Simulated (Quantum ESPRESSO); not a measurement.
# ZnS (F-43m): a volume series of phonon spectra, part 4 of 9

Aim: how the vibrations of ZnS shift with volume, and the expansion that follows.

What experiment has found for this phase:
- bulk modulus 71.4 GPa near room temperature (given in “High-Throughput Prediction of Finite-Temperature Properties using the Quasi-Harmonic Approximation”, 2016, arXiv:1603.06924)

Quantum ESPRESSO 7.5; DFT LDA, scalar-relativistic, plane waves, GBRV ultrasoft pseudopotentials.

So far. Step 3 (Finding the static equilibrium): After the last step pw.x solved the final cell once more on a basis chosen for it, which moves the energy without moving the atoms. Step 4 (Self-consistent run): On a basis chosen for the relaxed cell the pressure is 0.066 GPa, small enough for phonons.

The database entry behind the starting cell differs from later determinations by our own check (about 0.1 % short), so it need not match the best structure at ambient conditions.

## (5) Born charges and dielectric tensor

In a polar crystal the Born charges and ε∞ give the long-range dipole term that a finite supercell misses. They are those of this k-mesh and were not tested on a denser one; where the gap is small they converge slowly, and the LO modes with them.

The input, ph.in:

```
phonons
 &inputph
    prefix='x',
    outdir='./tmp',
    fildyn='x.dyn',
    tr2_ph=1.0d-18,
    epsil=.true.,
 /
0.000000000 0.000000000 0.000000000
```

The input, scf.in:

```
 &control
    calculation='scf',
    prefix='x',
    outdir='./tmp',
    pseudo_dir='./pseudo',
    tprnfor=.true.,
    tstress=.true.,
 /
 &system
    ibrav=0,
    nat=2,
    ntyp=2,
    ecutwfc=45.0,
    ecutrho=270.0,
    occupations='fixed',
    nbnd=15,
 /
 &electrons
    conv_thr=1.0d-12,
    mixing_beta=0.7,
    electron_maxstep=100,
 /
ATOMIC_SPECIES
 Zn     65.3800  Zn.upf
 S      32.0600  S.upf
CELL_PARAMETERS angstrom
     0.000000000    2.646159995    2.646159995
     2.646159995    0.000000000    2.646159995
     2.646159995    2.646159995    0.000000000
ATOMIC_POSITIONS crystal
 Zn     0.250000000   0.250000000   0.250000000
 S      0.000000000   0.000000000   0.000000000
K_POINTS automatic
 12 12 12 0 0 0
```

Launch:

```
$ OMP_NUM_THREADS=1 mpirun -n 8 ph.x -nk 8 -in ph.in > ph.out
```

Log:

```text
[banner, memory and clock lines left out]
Program PHONON v.7.5

     ./tmp/x.save/

     IMPORTANT: XC functional enforced from input :
     Exchange-correlation= PZ
                           (   1   1   0   0   0   0   0)
     Any further DFT definition will be discarded
     Please, verify this is what you really want

     G-vector sticks info

     Reading collected, re-writing distributed wavefunctions in ./tmp/

     Number and degeneracy of irreps per q-point
       N         xq(1)         xq(2)         xq(3)   N irreps
       1   0.000000000   0.000000000   0.000000000       2
        3   3

     Calculation of q =    0.0000000   0.0000000   0.0000000

     phonons

     bravais-lattice index     =            0
     lattice parameter (alat)  =       7.0718  a.u.
     unit-cell volume          =     250.0777 (a.u.)^3
     number of atoms/cell      =            2
     number of atomic types    =            2
     kinetic-energy cut-off    =      45.0000  Ry
     charge density cut-off    =     270.0000  Ry
     convergence threshold     =      1.0E-18
     beta                      =       0.7000
     number of iterations used =            4
     Exchange-correlation= PZ
                           (   1   1   0   0   0   0   0)

     celldm(1)=    7.07180  celldm(2)=    0.00000  celldm(3)=    0.00000
     celldm(4)=    0.00000  celldm(5)=    0.00000  celldm(6)=    0.00000

     crystal axes: (cart. coord. in units of alat)
               a(1) = (  0.0000  0.7071  0.7071 )
               a(2) = (  0.7071  0.0000  0.7071 )
               a(3) = (  0.7071  0.7071  0.0000 )

     reciprocal axes: (cart. coord. in units 2 pi/alat)
               b(1) = ( -0.7071  0.7071  0.7071 )
               b(2) = (  0.7071 -0.7071  0.7071 )
               b(3) = (  0.7071  0.7071 -0.7071 )

     Atoms inside the unit cell:

     Cartesian axes

     site n.  atom      mass           positions (alat units)
        1  Zn     65.3800   tau(    1) = (    0.35355    0.35355    0.35355  )
        2  S      32.0600   tau(    2) = (    0.00000    0.00000    0.00000  )

     Computing dynamical matrix for
                    q = (   0.0000000   0.0000000   0.0000000 )

     25 Sym.Ops. (with q -> -q+G )

     G cutoff =  342.0298  (  18883 G-vectors)     FFT grid: ( 40, 40, 40)
     G cutoff =  228.0199  (  10177 G-vectors)  smooth grid: ( 32, 32, 32)
     number of k points=    72
                       cart. coord. in units 2pi/alat
        k(    1) = (   0.0000000   0.0000000   0.0000000), wk =   0.0011574
        k(    2) = (   0.0589256   0.0589256  -0.0589256), wk =   0.0092593
        k(    3) = (   0.1178511   0.1178511  -0.1178511), wk =   0.0092593
        k(    4) = (   0.1767767   0.1767767  -0.1767767), wk =   0.0092593
        k(    5) = (   0.2357023   0.2357023  -0.2357023), wk =   0.0092593
        k(    6) = (   0.2946278   0.2946278  -0.2946278), wk =   0.0092593
        k(    7) = (  -0.3535534  -0.3535534   0.3535534), wk =   0.0046296
        k(    8) = (   0.1178511   0.0000000  -0.0000000), wk =   0.0069444
        k(    9) = (   0.1767767   0.0589256  -0.0589256), wk =   0.0277778
        k(   10) = (   0.2357023   0.1178511  -0.1178511), wk =   0.0277778
        k(   11) = (   0.2946278   0.1767767  -0.1767767), wk =   0.0277778
        k(   12) = (   0.3535534   0.2357023  -0.2357023), wk =   0.0277778
        k(   13) = (  -0.2946278  -0.4124790   0.4124790), wk =   0.0277778
        k(   14) = (  -0.2357023  -0.3535534   0.3535534), wk =   0.0277778
        k(   15) = (  -0.1767767  -0.2946278   0.2946278), wk =   0.0277778
        k(   16) = (  -0.1178511  -0.2357023   0.2357023), wk =   0.0277778
[...]
k(   65) = (  -0.2357023  -0.4714045   0.7071068), wk =   0.0277778
        k(   66) = (  -0.1767767  -0.4124790   0.6481812), wk =   0.0555556
        k(   67) = (  -0.1178511  -0.3535534   0.5892557), wk =   0.0277778
        k(   68) = (  -0.1178511  -0.4714045   0.7071068), wk =   0.0277778
        k(   69) = (  -0.0589256  -0.4124790   0.6481812), wk =   0.0555556
        k(   70) = (   0.0000000  -0.3535534   0.5892557), wk =   0.0277778
        k(   71) = (  -0.7071068   0.2357023   0.0000000), wk =   0.0138889
        k(   72) = (  -0.7071068   0.3535534   0.0000000), wk =   0.0069444

     PseudoPot. # 1 for Zn read from file:
     ./pseudo/Zn.upf
     Pseudo is Ultrasoft, Zval = 20.0
     Using radial grid of  943 points,  6 beta functions with:
                l(1) =   0
                l(2) =   0
                l(3) =   1
                l(4) =   1
                l(5) =   2
                l(6) =   2
     Q(r) pseudized with  8 coefficients,  rinner =    1.100   1.100   1.100
                                                       1.100   1.100

     PseudoPot. # 2 for S  read from file:
     ./pseudo/S.upf
     Pseudo is Ultrasoft + core correction, Zval =  6.0
     Using radial grid of  907 points,  6 beta functions with:
                l(1) =   0
                l(2) =   0
                l(3) =   1
                l(4) =   1
                l(5) =   2
                l(6) =   2
     Q(r) pseudized with  8 coefficients,  rinner =    1.300   1.300   1.300
                                                       1.300   1.300

     Mode symmetry, T_d (-43m)  point group:

     Electric field:
     Dielectric constant
     Born effective charges as d Force / d E

     Atomic displacements:
     There are    2 irreducible representations

     Representation     1      3 modes -  To be done

     Representation     2      3 modes -  To be done

     Alpha used in Ewald sum =   2.6000

     Electric Fields Calculation

      thresh= 1.000E-02 alpha_mix =  0.700 |ddv_scf|^2 =  1.853E-07

      thresh= 4.305E-05 alpha_mix =  0.700 |ddv_scf|^2 =  1.619E-08

      thresh= 1.272E-05 alpha_mix =  0.700 |ddv_scf|^2 =  1.051E-10

      thresh= 1.025E-06 alpha_mix =  0.700 |ddv_scf|^2 =  1.830E-12

      thresh= 1.353E-07 alpha_mix =  0.700 |ddv_scf|^2 =  8.124E-14

      thresh= 2.850E-08 alpha_mix =  0.700 |ddv_scf|^2 =  1.023E-16

      thresh= 1.011E-09 alpha_mix =  0.700 |ddv_scf|^2 =  5.649E-18

      thresh= 2.377E-10 alpha_mix =  0.700 |ddv_scf|^2 =  9.114E-21

     End of electric fields calculation

          Dielectric constant in cartesian axis

          (       6.193663358       0.000000000       0.000000000 )
          (      -0.000000000       6.193663358       0.000000000 )
          (       0.000000000       0.000000000       6.193663358 )

          Effective charges (d Force / dE) in cartesian axis without acoustic sum rule applied (asr)

           atom    1  Zn    Mean Z*:        1.89911
      Ex  (        1.89911        0.00000       -0.00000 )
      Ey  (       -0.00000        1.89911       -0.00000 )
      Ez  (       -0.00000       -0.00000        1.89911 )
           atom    2  S     Mean Z*:       -1.90282
      Ex  (       -1.90282        0.00000        0.00000 )
      Ey  (        0.00000       -1.90282       -0.00000 )
      Ez  (        0.00000        0.00000       -1.90282 )

          Effective charges Sum: Mean:       -0.00371
             -0.00371       -0.00000        0.00000
              0.00000       -0.00371       -0.00000
              0.00000       -0.00000       -0.00371

          Effective charges (d Force / dE) in cartesian axis with asr applied:
           atom    1  Zn    Mean Z*:        1.90096
      E*x (        1.90096        0.00000       -0.00000 )
      E*y (       -0.00000        1.90096       -0.00000 )
      E*z (       -0.00000       -0.00000        1.90096 )
           atom    2  S     Mean Z*:       -1.90096
      E*x (       -1.90096       -0.00000        0.00000 )
      E*y (        0.00000       -1.90096        0.00000 )
      E*z (        0.00000        0.00000       -1.90096 )

     Representation #   1 modes #   1   2   3

     Self-consistent Calculation

      thresh= 1.000E-02 alpha_mix =  0.700 |ddv_scf|^2 =  1.565E-07

      thresh= 3.956E-05 alpha_mix =  0.700 |ddv_scf|^2 =  1.395E-08

      thresh= 1.181E-05 alpha_mix =  0.700 |ddv_scf|^2 =  2.152E-10

      thresh= 1.467E-06 alpha_mix =  0.700 |ddv_scf|^2 =  8.726E-13

      thresh= 9.341E-08 alpha_mix =  0.700 |ddv_scf|^2 =  1.777E-14

      thresh= 1.333E-08 alpha_mix =  0.700 |ddv_scf|^2 =  1.186E-16

      thresh= 1.089E-09 alpha_mix =  0.700 |ddv_scf|^2 =  5.345E-18

      thresh= 2.312E-10 alpha_mix =  0.700 |ddv_scf|^2 =  1.206E-20

     End of self-consistent calculation

     Convergence has been achieved

     Representation #   2 modes #   4   5   6

     Self-consistent Calculation

      thresh= 1.000E-02 alpha_mix =  0.700 |ddv_scf|^2 =  1.113E-05

      thresh= 3.336E-04 alpha_mix =  0.700 |ddv_scf|^2 =  1.165E-07

      thresh= 3.413E-05 alpha_mix =  0.700 |ddv_scf|^2 =  6.545E-09

      thresh= 8.090E-06 alpha_mix =  0.700 |ddv_scf|^2 =  2.592E-10

      thresh= 1.610E-06 alpha_mix =  0.700 |ddv_scf|^2 =  1.659E-12

      thresh= 1.288E-07 alpha_mix =  0.700 |ddv_scf|^2 =  6.156E-15

      thresh= 7.846E-09 alpha_mix =  0.700 |ddv_scf|^2 =  2.550E-16

      thresh= 1.597E-09 alpha_mix =  0.700 |ddv_scf|^2 =  2.784E-18

      thresh= 1.669E-10 alpha_mix =  0.700 |ddv_scf|^2 =  1.164E-20

     End of self-consistent calculation

     Convergence has been achieved

     Number of q in the star =    1
     List of q in the star:
          1   0.000000000   0.000000000   0.000000000

          Dielectric constant in cartesian axis

          (       6.193663358       0.000000000       0.000000000 )
          (      -0.000000000       6.193663358       0.000000000 )
          (       0.000000000       0.000000000       6.193663358 )

          Effective charges (d Force / dE) in cartesian axis without acoustic sum rule applied (asr)

           atom    1  Zn    Mean Z*:        1.89911
      Ex  (        1.89911        0.00000       -0.00000 )
      Ey  (       -0.00000        1.89911       -0.00000 )
      Ez  (       -0.00000       -0.00000        1.89911 )
           atom    2  S     Mean Z*:       -1.90282
      Ex  (       -1.90282        0.00000        0.00000 )
      Ey  (        0.00000       -1.90282       -0.00000 )
      Ez  (        0.00000        0.00000       -1.90282 )

          Effective charges Sum: Mean:       -0.00371
             -0.00371       -0.00000        0.00000
              0.00000       -0.00371       -0.00000
              0.00000       -0.00000       -0.00371

          Effective charges (d Force / dE) in cartesian axis with asr applied:
           atom    1  Zn    Mean Z*:        1.90096
      E*x (        1.90096        0.00000       -0.00000 )
      E*y (       -0.00000        1.90096       -0.00000 )
      E*z (       -0.00000       -0.00000        1.90096 )
           atom    2  S     Mean Z*:       -1.90096
      E*x (       -1.90096       -0.00000        0.00000 )
      E*y (        0.00000       -1.90096        0.00000 )
      E*z (        0.00000        0.00000       -1.90096 )

     Diagonalizing the dynamical matrix

     q = (    0.000000000   0.000000000   0.000000000 )

 **************************************************************************
     freq (    1) =      -0.170614 [THz] =      -5.691083 [cm-1]
     freq (    2) =      -0.170614 [THz] =      -5.691083 [cm-1]
     freq (    3) =      -0.170614 [THz] =      -5.691083 [cm-1]
     freq (    4) =       8.796480 [THz] =     293.418981 [cm-1]
     freq (    5) =       8.796480 [THz] =     293.418981 [cm-1]
     freq (    6) =       8.796480 [THz] =     293.418981 [cm-1]
 **************************************************************************

     Mode symmetry, T_d (-43m)  point group:

     freq (   1-   3) =         -5.7  [cm-1]   --> T_2  G_15 P_4   I+R
     freq (   4-   6) =        293.4  [cm-1]   --> T_2  G_15 P_4   I+R
```

The job ended after 3 min (8 MPI ranks of Arm Neoverse N1, shared host).

This step gave:

* Γ frequencies: -5.69, -5.69, -5.69, 293.4, 293.4, 293.4 cm⁻¹ (negative: imaginary)
* Γ symmetry: T_2 G_15 P_4 I+R, T_2 G_15 P_4 I+R, T_2 G_15 P_4 I+R, T_2 G_15 P_4 I+R, T_2 G_15 P_4 I+R, T_2 G_15 P_4 I+R

ε∞:

```
6.19 0.00 0.00
0.00 6.19 0.00
0.00 0.00 6.19
```

Born charge (rows field, columns displacement), before the sum rule (e), principal values of the symmetric part by kind of site:

| atom | atoms with these values | low | middle | high | mean |
| --- | --- | --- | --- | --- | --- |
| Zn1 | 1 | 1.90 | 1.90 | 1.90 | 1.90 |
| S2 | 1 | -1.90 | -1.90 | -1.90 | -1.90 |

In full for S2:

```
-1.90  0.00  0.00
 0.00 -1.90  0.00
 0.00  0.00 -1.90
```

The Born charges sum to zero within 0.0037 e; the rest is removed before use. Acoustic frequencies in this log differ from zero by the error of the sum rule, which ph.x does not impose.

[end of part 4 of 9]

[Logs are printed without paths, hosts, clocks, repeated set-up lines and the standing remarks that a program may print on its own settings, such as how far it seeks lower states.]

[Hosts, paths, dates, database ids (printed as entryN), source tags and the programs' standing remarks are cut or masked in the printed files.]

[A step with changed settings may run another functional than the one named; its input shows which.]

[Of the runs on displaced cells, only some may be shown.]
